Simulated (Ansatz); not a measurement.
# A thicker film of CdF2 (110) from two thinner ones

In a field along its normal an insulating film takes a dipole p. Written as a length, p/(ε₀AE), it should grow by 1 − 1/ε for each ångström added.

How it was computed: Ansatz 0.2.0, plane waves with PAW datasets (its set soft_2), PBEsol; fluorite films relaxed at a bulk in-plane lattice constant near the measured one, then held in weak fields of both signs with a dipole correction (A is the cell's area, E the outer field).

```
    run  distance between the outer atoms (Å)  p/(ε₀AE) (Å)
4 units                                 5.787         5.181
6 units                                 9.576         7.692
9 units                                15.279             ?
```

**Question.** What value belongs in the row marked “?”, and how far can the other rows tell?

Two rows fix a line: slope = (7.692 − 5.181) / (9.576 − 5.787) = 0.6627, intercept 1.3460. That slope means ε = 1/(1 − 0.6627) = 2.96. At 15.279 it gives 0.6627 × 15.279 + 1.3460 = 11.471 Å, beyond the rows fitted. Rounding of the rows alone allows about ±0.003 Å there; two rows can't show whether the line holds.

The run itself gives 11.442 Å: a miss of −0.029 Å, or 0.3 % of the value. The length is met to within 1 %, though ε is more sensitive than the length: the two thickest films give ε = 2.92.

Caveats: This is the electronic response alone. A unit is one step of the cut along the normal (a plane, a pair of planes or a cell), and the layers relax along it, away from their bulk spacing where the functional's lattice constant differs from the one held.

[Logs are printed without paths, hosts, clocks, repeated set-up lines and the standing remarks that a program may print on its own settings, such as how far it seeks lower states.]
